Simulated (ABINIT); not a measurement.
# CsMgF3 (Pm-3m): G0W0 with ABINIT, start to end, part 2 of 3

Aim: the G0W0 gap of CsMgF3 (Pm-3m) on PBEsol with spin-orbit coupling, step by step.

ABINIT 10.8.3; PBEsol and many-body steps on it, plane waves. Known limits of the many-body steps: not at the basis limit; screening head approximate; coarse k mesh.

So far. Step 2 (Ground state): The gap is direct, at Γ.

## 3. Bands along the symmetry lines

Level of this step: DFT, PBEsol with spin-orbit coupling, plane waves, norm-conserving pseudopotentials (ABINIT).

Levels along a band path, at the cheap level, show where the edges lie and whether the meshes to come will hold them.

run.abi reads:

```
acell 3*1.0 Angstrom
rprim 
  4.252307000000 0.000000000000 0.000000000000
  0.000000000000 4.252307000000 0.000000000000
  0.000000000000 0.000000000000 4.252307000000
ntypat 3
znucl 55 12 9
natom 5
typat 1 2 3 3 3
xred 
  0.000000000000 0.000000000000 0.000000000000
  0.500000000000 0.500000000000 0.500000000000
  0.000000000000 0.500000000000 0.500000000000
  0.500000000000 0.000000000000 0.500000000000
  0.500000000000 0.500000000000 0.000000000000
pp_dirpath "pseudos"
pseudos "Cs.upf, Mg.upf, F.upf"
ecut 38
nspinor 2
iscf -2
irdden 1
kptopt 0
nkpt 26
kpt 
  0.00000000 0.00000000 0.00000000
  0.00000000 0.12500000 0.00000000
  0.00000000 0.25000000 0.00000000
  0.00000000 0.37500000 0.00000000
  0.00000000 0.50000000 0.00000000
  0.12500000 0.50000000 0.00000000
  0.25000000 0.50000000 0.00000000
  0.37500000 0.50000000 0.00000000
  0.50000000 0.50000000 0.00000000
  0.37500000 0.37500000 0.00000000
  0.25000000 0.25000000 0.00000000
  0.12500000 0.12500000 0.00000000
  0.00000000 0.00000000 0.00000000
  0.12500000 0.12500000 0.12500000
  0.25000000 0.25000000 0.25000000
  0.37500000 0.37500000 0.37500000
  0.50000000 0.50000000 0.50000000
  0.37500000 0.50000000 0.37500000
  0.25000000 0.50000000 0.25000000
  0.12500000 0.50000000 0.12500000
  0.00000000 0.50000000 0.00000000
  0.50000000 0.50000000 0.50000000
  0.50000000 0.50000000 0.37500000
  0.50000000 0.50000000 0.25000000
  0.50000000 0.50000000 0.12500000
  0.50000000 0.50000000 0.00000000
istwfk *1
nband 56
nbdbuf 6
tolwfr 1e-08
nstep 40
prtwf 0
prtvol 0
indata_prefix "in"
outdata_prefix "out"
tmpdata_prefix "tmp"
```

On the command line:

```sh
$ OMP_NUM_THREADS=1 mpirun -n 4 abinit run.abi > log
```

Numbers of over 12 decimals in the logs are rounded to 6 here.

What it wrote:

```text
.Version 10.8.3 of ABINIT. v10.8.2 released Aug 2026.

 Symmetries : space group Pm -3 m (#221); Bravais cP (primitive cubic)
[... echo of the input left out ...]
== DATASET  1 ==================================================================
-   mpi_nproc: 4, omp_nthreads: 1 (-1 if OMP is not activated)

--- !DatasetInfo
iteration_state: {dtset: 1, }
dimensions: {natom: 5, nkpt: 26, mband: 56, nsppol: 1, nspinor: 2, nspden: 1, mpw: 5846, }
cutoff_energies: {ecut:  38.0, pawecutdg:  -1.0, }
electrons: {nelect:   4.00000000E+01, charge:   0.00000000E+00, occopt:   1.00000000E+00, tsmear:   1.00000000E-02, }

 Real(R)+Recip(G) space primitive vectors, cartesian coordinates (Bohr,Bohr^-1):
 R(1)=  8.0356956  0.0000000  0.0000000  G(1)=  0.1244447  0.0000000  0.0000000
 R(2)=  0.0000000  8.0356956  0.0000000  G(2)=  0.0000000  0.1244447  0.0000000
 R(3)=  0.0000000  0.0000000  8.0356956  G(3)=  0.0000000  0.0000000  0.1244447
 Unit cell volume ucvol=  5.1888419E+02 bohr^3
 Angles (23,13,12)=  9.00000000E+01  9.00000000E+01  9.00000000E+01 degrees

 getcut: wavevector=  0.0000  0.0000  0.0000  ngfft=  48  48  48
         ecut(hartree)=     38.000   => boxcut(ratio)=   2.15259

--- Pseudopotential description ------------------------------------------------
- Cs Generated using ONCVPSP code by D. R. Hamann
- 55.00000   9.00000  180509                  znucl, zion, pspdat
12 -116133 3 -1 2384                          pspcod,pspxc,lmax,lloc,mmax
     nproj     2     4     4     2
     spin-orbit psp
        nprojso     4     4     4
  pspatm : epsatm=   22.12317220
         --- l  ekb(1:nproj) -->
             0    0.766533    6.213386
             1    6.294918    0.798812    0.024117    0.000128
             2    3.781903    0.916274    0.004041    0.000060
             3   -9.231504   -2.458610
  spin-orbit 1   -0.607116    0.409880    0.111045   -0.002249
  spin-orbit 2    0.151129   -0.067943    0.022411   -0.001632
  spin-orbit 3    0.009571    0.004890   -0.000260   -0.000079
 pspatm: atomic psp has been read  and splines computed

- Mg Generated using ONCVPSP code by D. R. Hamann
- 12.00000  10.00000  180509                  znucl, zion, pspdat
12 -116133 1 -1 1510                          pspcod,pspxc,lmax,lloc,mmax
     nproj     2     2     0     0
     spin-orbit psp
        nprojso     2     0     0
  pspatm : epsatm=    9.18422697
         --- l  ekb(1:nproj) -->
             0   -0.826291    2.230910
[...]
spin-orbit 1    0.014891    0.008368
 pspatm: atomic psp has been read  and splines computed

- F Generated using ONCVPSP code by D. R. Hamann
-  9.00000   7.00000  180509                  znucl, zion, pspdat
12 -116133 2 -1 832                           pspcod,pspxc,lmax,lloc,mmax
     nproj     2     2     2     0
     spin-orbit psp
        nprojso     3     2     0
  pspatm : epsatm=    4.90055724
         --- l  ekb(1:nproj) -->
[...]
5.6223E-01  5.6292E-01
 Non-SCF case, kpt   26 (  0.50000  0.50000  0.00000), residuals and eigenvalues=
[...]
4.1869E-01  4.1869E-01  4.6398E-01  4.6398E-01  4.6561E-01  4.6561E-01
  4.7473E-01  4.7473E-01  4.8179E-01  4.8179E-01  5.2806E-01  5.2807E-01
  5.4355E-01  5.4361E-01

--- !ResultsGS
iteration_state: {dtset: 1, }
comment   : Summary of ground state results
lattice_vectors:
- [  8.0356956,   0.0000000,   0.0000000, ]
- [  0.0000000,   8.0356956,   0.0000000, ]
- [  0.0000000,   0.0000000,   8.0356956, ]
lattice_lengths: [   8.03570,    8.03570,    8.03570, ]
lattice_angles: [ 90.000,  90.000,  90.000, ] # degrees, (23, 13, 12)
lattice_volume:   5.1888419E+02
convergence: {deltae:  0.000E+00, res2:  0.000E+00, residm:  9.995E-09, diffor:  0.000E+00, }
etotal    :  -1.56693609E+02
entropy   :   0.00000000E+00
fermie    :   3.70746499E-02
cartesian_stress_tensor: null
pressure_GPa: null
xred      :
- [  0.0000E+00,   0.0000E+00,   0.0000E+00, Cs]
- [  5.0000E-01,   5.0000E-01,   5.0000E-01, Mg]
- [  0.0000E+00,   5.0000E-01,   5.0000E-01,  F]
- [  5.0000E-01,   0.0000E+00,   5.0000E-01,  F]
- [  5.0000E-01,   5.0000E-01,   0.0000E+00,  F]
cartesian_forces: null
force_length_stats: {min: null, max: null, mean: null, }

 Integrated electronic density in atomic spheres:
 ------------------------------------------------
 Atom  Sphere_radius  Integrated_density
[...]
================================================================================

 ----iterations are completed or convergence reached----

 Mean square residual over all n,k,spin=   66.261E-10; max=  99.950E-10
 reduced coordinates (array xred) for    5 atoms
[...]
0.500000000000      0.000000000000      0.500000000000
       0.500000000000      0.500000000000      0.000000000000

 cartesian coordinates (angstrom) at end:
    1      0.000000     0.000000     0.000000
    2      2.126154     2.126154     2.126154
    3      0.000000     2.126154     2.126154
    4      2.126154     0.000000     2.126154
    5      2.126154     2.126154     0.000000
 length scales=  1.889726125908  1.889726125908  1.889726125908 bohr
              =  1.000000000000  1.000000000000  1.000000000000 angstroms
 prteigrs : about to open file out_EIG
 Eigenvalues (hartree) for nkpt=  26  k points:
 kpt#   1, nband= 56, wtk=  1.00000, kpt=  0.0000  0.0000  0.0000 (reduced coord)
[...]
kpt#   2, nband= 56, wtk=  1.00000, kpt=  0.0000  0.1250  0.0000 (reduced coord)
[...]
kpt#   3, nband= 56, wtk=  1.00000, kpt=  0.0000  0.2500  0.0000 (reduced coord)
[...]
kpt#  25, nband= 56, wtk=  1.00000, kpt=  0.5000  0.5000  0.1250 (reduced coord)
[...]
kpt#  26, nband= 56, wtk=  1.00000, kpt=  0.5000  0.5000  0.0000 (reduced coord)
[...]
0.36171    0.36171    0.41869    0.41869    0.46398    0.46398    0.46561    0.46561
   0.47473    0.47473    0.48179    0.48179    0.52806    0.52807    0.54355    0.54361

== END DATASET(S) ==============================================================
================================================================================

 -outvars: echo values of variables after computation  --------
            nband          56
             nkpt          26
          spgroup         221
 [... the other variables as echoed above ...]

 Calculation completed.
```

Wall time 2.5 min (4 MPI ranks of Arm Neoverse V2, shared host); peak memory 0.58 GiB.

Numbers from this step:

- gap: 6.421 eV
- k of the valence top: 0, 0, 0
- k of the conduction bottom: 0, 0, 0
- least direct gap: 6.421 eV

The gap is 6.421 eV, as in the run before at this level.

Electronic bands along the path, in eV, zero at the top of the highest filled band:

```
    point  band 37  band 38  band 39  band 40  band 41  band 42  band 43  band 44
        Γ     0.00     0.00     0.00     0.00     6.42     6.42     8.39     8.39
  halfway    -0.35    -0.35    -0.18    -0.18     7.41     7.41     8.89     8.89
        X    -0.63    -0.63    -0.43    -0.43     9.16     9.16     9.21     9.21
  halfway    -0.54    -0.54    -0.30    -0.30     9.09     9.09     9.77     9.77
        M    -0.32    -0.32    -0.21    -0.21     8.83     8.83    10.38    10.38
  halfway    -0.50    -0.50    -0.12    -0.12     8.13     8.13     9.38     9.38
        Γ     0.00     0.00     0.00     0.00     6.42     6.42     8.39     8.39
  halfway    -0.35    -0.35    -0.14    -0.14     8.53     8.53    10.02    10.02
        R    -0.11    -0.11    -0.11    -0.11     8.62     8.62     8.62     8.62
  halfway    -0.44    -0.44    -0.34    -0.34     9.07     9.07     9.89     9.89
        X    -0.63    -0.63    -0.43    -0.43     9.16     9.16     9.21     9.21
jump to R    -0.11    -0.11    -0.11    -0.11     8.62     8.62     8.62     8.62
  halfway    -0.31    -0.31    -0.19    -0.19     8.74     8.74     9.54     9.54
        M    -0.32    -0.32    -0.21    -0.21     8.83     8.83    10.38    10.38
```

## 4. Empty states on the mesh, 2×2×2 mesh, 124 bands

The sums over transitions need many empty states on a uniform mesh; this step solves for them.

run.abi reads:

```
acell 3*1.0 Angstrom
rprim 
  4.252307000000 0.000000000000 0.000000000000
  0.000000000000 4.252307000000 0.000000000000
  0.000000000000 0.000000000000 4.252307000000
ntypat 3
znucl 55 12 9
natom 5
typat 1 2 3 3 3
xred 
  0.000000000000 0.000000000000 0.000000000000
  0.500000000000 0.500000000000 0.500000000000
  0.000000000000 0.500000000000 0.500000000000
  0.500000000000 0.000000000000 0.500000000000
  0.500000000000 0.500000000000 0.000000000000
pp_dirpath "pseudos"
pseudos "Cs.upf, Mg.upf, F.upf"
ecut 38
nspinor 2
ngkpt 2 2 2
nshiftk 1
shiftk 0 0 0
kptopt 1
chksymbreak 0
iscf -2
irdden 1
istwfk *1
nband 124
nbdbuf 10
tolwfr 1e-09
nstep 60
prtvol 0
indata_prefix "in"
outdata_prefix "out"
tmpdata_prefix "tmp"
```

What it wrote:

```text
.Version 10.8.3 of ABINIT. v10.8.2 released Aug 2026.

 Symmetries : space group Pm -3 m (#221); Bravais cP (primitive cubic)
[... echo of the input left out ...]
== DATASET  1 ==================================================================
-   mpi_nproc: 4, omp_nthreads: 1 (-1 if OMP is not activated)

--- !DatasetInfo
iteration_state: {dtset: 1, }
dimensions: {natom: 5, nkpt: 4, mband: 124, nsppol: 1, nspinor: 2, nspden: 1, mpw: 5846, }
cutoff_energies: {ecut:  38.0, pawecutdg:  -1.0, }
electrons: {nelect:   4.00000000E+01, charge:   0.00000000E+00, occopt:   1.00000000E+00, tsmear:   1.00000000E-02, }

 Real(R)+Recip(G) space primitive vectors, cartesian coordinates (Bohr,Bohr^-1):
 R(1)=  8.0356956  0.0000000  0.0000000  G(1)=  0.1244447  0.0000000  0.0000000
 R(2)=  0.0000000  8.0356956  0.0000000  G(2)=  0.0000000  0.1244447  0.0000000
 R(3)=  0.0000000  0.0000000  8.0356956  G(3)=  0.0000000  0.0000000  0.1244447
 Unit cell volume ucvol=  5.1888419E+02 bohr^3
 Angles (23,13,12)=  9.00000000E+01  9.00000000E+01  9.00000000E+01 degrees

 getcut: wavevector=  0.0000  0.0000  0.0000  ngfft=  48  48  48
         ecut(hartree)=     38.000   => boxcut(ratio)=   2.15259

--- Pseudopotential description ------------------------------------------------
- Cs Generated using ONCVPSP code by D. R. Hamann
- 55.00000   9.00000  180509                  znucl, zion, pspdat
12 -116133 3 -1 2384                          pspcod,pspxc,lmax,lloc,mmax
     nproj     2     4     4     2
     spin-orbit psp
        nprojso     4     4     4
  pspatm : epsatm=   22.12317220
         --- l  ekb(1:nproj) -->
             0    0.766533    6.213386
             1    6.294918    0.798812    0.024117    0.000128
             2    3.781903    0.916274    0.004041    0.000060
             3   -9.231504   -2.458610
  spin-orbit 1   -0.607116    0.409880    0.111045   -0.002249
  spin-orbit 2    0.151129   -0.067943    0.022411   -0.001632
  spin-orbit 3    0.009571    0.004890   -0.000260   -0.000079
 pspatm: atomic psp has been read  and splines computed

- Mg Generated using ONCVPSP code by D. R. Hamann
- 12.00000  10.00000  180509                  znucl, zion, pspdat
12 -116133 1 -1 1510                          pspcod,pspxc,lmax,lloc,mmax
     nproj     2     2     0     0
     spin-orbit psp
        nprojso     2     0     0
  pspatm : epsatm=    9.18422697
         --- l  ekb(1:nproj) -->
             0   -0.826291    2.230910
[...]
spin-orbit 1    0.014891    0.008368
 pspatm: atomic psp has been read  and splines computed

- F Generated using ONCVPSP code by D. R. Hamann
-  9.00000   7.00000  180509                  znucl, zion, pspdat
12 -116133 2 -1 832                           pspcod,pspxc,lmax,lloc,mmax
     nproj     2     2     2     0
     spin-orbit psp
        nprojso     3     2     0
  pspatm : epsatm=    4.90055724
         --- l  ekb(1:nproj) -->
[...]
2.98E-10  4.04E-10  2.36E-10  3.85E-10  1.84E-10  2.63E-10  2.98E-10  3.32E-10
  5.19E-10  9.01E-10  4.16E-10  4.78E-10  6.04E-10  8.16E-10  1.57E-10  3.72E-10
  2.41E-10  4.71E-10  1.82E-10  3.46E-10  4.27E-10  5.30E-10  3.19E-10  4.73E-10
[...]
1.09E-06  1.83E-06  2.07E-05  4.94E-04
 -2.5992E+00 -2.5992E+00 -1.3909E+00 -1.3909E+00 -1.3803E+00 -1.3803E+00
 -1.3803E+00 -1.3803E+00 -6.9518E-01 -6.9518E-01 -6.7322E-01 -6.7322E-01
 -6.7322E-01 -6.7322E-01 -5.7741E-01 -5.7741E-01 -1.5169E-01 -1.5169E-01
[...]
1.1824E+00  1.1824E+00  1.1824E+00  1.1824E+00  1.1826E+00  1.1826E+00
  1.2383E+00  1.2383E+00  1.2383E+00  1.2383E+00  1.2417E+00  1.2417E+00
  1.3985E+00  1.3985E+00  1.3986E+00  1.3999E+00
 prteigrs : prtvol=0 or 1, do not print more k-points.

--- !ResultsGS
iteration_state: {dtset: 1, }
comment   : Summary of ground state results
lattice_vectors:
- [  8.0356956,   0.0000000,   0.0000000, ]
- [  0.0000000,   8.0356956,   0.0000000, ]
- [  0.0000000,   0.0000000,   8.0356956, ]
lattice_lengths: [   8.03570,    8.03570,    8.03570, ]
lattice_angles: [ 90.000,  90.000,  90.000, ] # degrees, (23, 13, 12)
lattice_volume:   5.1888419E+02
convergence: {deltae:  0.000E+00, res2:  0.000E+00, residm:  9.966E-10, diffor:  0.000E+00, }
etotal    :  -1.56693609E+02
entropy   :   0.00000000E+00
fermie    :   3.70746499E-02
cartesian_stress_tensor: null
pressure_GPa: null
xred      :
- [  0.0000E+00,   0.0000E+00,   0.0000E+00, Cs]
- [  5.0000E-01,   5.0000E-01,   5.0000E-01, Mg]
- [  0.0000E+00,   5.0000E-01,   5.0000E-01,  F]
- [  5.0000E-01,   0.0000E+00,   5.0000E-01,  F]
- [  5.0000E-01,   5.0000E-01,   0.0000E+00,  F]
cartesian_forces: null
force_length_stats: {min: null, max: null, mean: null, }

 Integrated electronic density in atomic spheres:
 ------------------------------------------------
 Atom  Sphere_radius  Integrated_density
[...]
================================================================================

 ----iterations are completed or convergence reached----

 Mean square residual over all n,k,spin=   49.165E-11; max=  99.659E-11
 reduced coordinates (array xred) for    5 atoms
[...]
0.500000000000      0.000000000000      0.500000000000
       0.500000000000      0.500000000000      0.000000000000

 cartesian coordinates (angstrom) at end:
    1      0.000000     0.000000     0.000000
[...]
5      2.126154     2.126154     0.000000
 length scales=  1.889726125908  1.889726125908  1.889726125908 bohr
              =  1.000000000000  1.000000000000  1.000000000000 angstroms
 prteigrs : about to open file out_EIG
 Eigenvalues (hartree) for nkpt=   4  k points:
 kpt#   1, nband=124, wtk=  0.12500, kpt=  0.0000  0.0000  0.0000 (reduced coord)
[...]
1.15110    1.15110    1.16988    1.16988    1.18235    1.18235    1.18235    1.18235
   1.18257    1.18257    1.23833    1.23833    1.23833    1.23833    1.24173    1.24173
   1.39848    1.39848    1.39860    1.39991
 prteigrs : prtvol=0 or 1, do not print more k-points.

== END DATASET(S) ==============================================================
================================================================================

 -outvars: echo values of variables after computation  --------
            nband         124
             nkpt           4
          spgroup         221
 [... the other variables as echoed above ...]

 Calculation completed.
```

It took 75 s on 4 MPI ranks; peak memory 0.46 GiB; 5 min of CPU time.

Numbers from this step:

```
gap                                                           : 6.421 eV
k of the valence top                                          : 0, 0, 0
k of the conduction bottom                                    : 0, 0, 0
least direct gap                                              : 6.421 eV
k points computed                                             : 4
lowest point of the top converged band, above the valence top : 30.25 eV
```

On this mesh the gap is 6.421 eV.

## 5. Screening, 2×2×2 mesh, 114 bands, screening to 98 eV

The RPA dielectric matrix is built and inverted for each q.

This step: RPA screening on PBEsol with spin-orbit coupling, plane waves, norm-conserving pseudopotentials.

Changes to run.abi since step 4:

```diff
@@ -24,10 +24,11 @@
 chksymbreak 0
-iscf -2
-irdden 1
 istwfk *1
-nband 124
-nbdbuf 10
-tolwfr 1e-09
-nstep 60
-prtvol 0
+occopt 1
+irdwfk 1
+optdriver 3
+nband 114
+ecuteps 3.6
+inclvkb 0
+awtr 1
+symchi 1
 indata_prefix "in"
```

What it wrote:

```text
.Version 10.8.3 of ABINIT. v10.8.2 released Aug 2026.

 Symmetries : space group Pm -3 m (#221); Bravais cP (primitive cubic)
[... echo of the input left out ...]
== DATASET  1 ==================================================================
-   mpi_nproc: 4, omp_nthreads: 1 (-1 if OMP is not activated)

--- !DatasetInfo
iteration_state: {dtset: 1, }
dimensions: {natom: 5, nkpt: 4, mband: 114, nsppol: 1, nspinor: 2, nspden: 1, mpw: 5846, }
cutoff_energies: {ecut:  38.0, pawecutdg:  -1.0, }
electrons: {nelect:   4.00000000E+01, charge:   0.00000000E+00, occopt:   1.00000000E+00, tsmear:   1.00000000E-02, }

 SCREENING: Calculation of the susceptibility and dielectric matrices

 Based on a program developped by R.W. Godby, V. Olevano, G. Onida, and L. Reining.
 Incorporated in ABINIT by V. Olevano, G.-M. Rignanese, and M. Torrent.
.Using double precision arithmetic ; gwpc =  8

[... cell and pseudopotentials left out ...]
--------------------------------------------------------------------------------

 ==== K-mesh for the wavefunctions ====
 Number of points in the irreducible wedge :     4
[... list of points left out ...]
 Together with 48 symmetry operations and time-reversal symmetry
 yields     8 points in the full Brillouin Zone.

 ==== Q-mesh for the screening function ====
 Number of points in the irreducible wedge :     4
[... list of points left out ...]
 Together with 48 symmetry operations and time-reversal symmetry
 yields     8 points in the full Brillouin Zone.

 setmesh: FFT mesh size selected  =    30x   30x   30
          total number of points  =        27000

 vcoul_init : cutoff-mode = AUXILIARY_FUNCTION
 q-points for optical limit:   1
     1)      0.000010    0.000020    0.000030

- screening: taking advantage of time-reversal symmetry
- Maximum band index for partially occupied states nbvw = 40
- Remaining bands to be divided among processors   nbcw = 74
- Number of bands treated by each node ~18

 Number of electrons calculated from density =   40.0000; Expected =   40.0000
 average of density, n =  0.077088
 r_s =    1.4576
 omega_plasma =   26.7825 [eV]

 calculating chi0 at frequencies [eV] :
  1    0.000000E+00    0.000000E+00
  2    0.000000E+00    2.678245E+01

--------------------------------------------------------------------------------
  q-point number  1        q = ( 0.000000, 0.000000, 0.000000) [r.l.u.]
--------------------------------------------------------------------------------
[... chi0 elements left out ...]
 For q-point:  0.000010 0.000020 0.000030
  dielectric constant =   2.7370
  dielectric constant without local fields =   2.9403

  Average fulfillment of the sum rule on Im[epsilon] for q-point    1 :     26.67  [%]
[... wings left out ...]
  q-point number  2        q = ( 0.500000, 0.000000, 0.000000) [r.l.u.]
--------------------------------------------------------------------------------
[... chi0 elements left out ...]
  Average fulfillment of the sum rule on Im[epsilon] for q-point    2 :     35.23  [%]

 [... 2 further q-points ...]
```

The job ended after 16 s (4 MPI ranks; peak memory 1.3 GiB).

This step gave:

```
ε∞ with local fields, on this mesh, along the program's q direction : 2.737
the same without local fields                                       : 2.940
plasma frequency                                                    : 26.78 eV
plane waves in the screening matrix                                 : 171
```

Local fields lower ε∞ by 7 %. On a Γ-centred mesh this coarse the value itself is usually too large, while a short band sum pulls it down.

(Continued in part 3 of 3.)

[Paths, hosts, dates, memory and timing lines, banners, echoed tables and standing remarks are left out of the program output.]

[Logs are printed without paths, hosts, clocks, repeated set-up lines and the standing remarks that a program may print on its own settings, such as how far it seeks lower states.]

[Runs of the session that timed out or met a known fault of the program may be left out.]

[Hosts, paths, dates, database ids (printed as entryN), source tags and the programs' standing remarks are cut or masked in the printed files.]

[G0W0 gaps are taken among the corrected bands and points alone; a level outside them can change the order at an edge.]

[Where Ansatz stands beside ABINIT at settings called matched, ABINIT's density can come from a denser mesh and the files from another edition; pairs whose starting gaps differed by over 0.03 eV were left out, so agreement reads better than it is.]
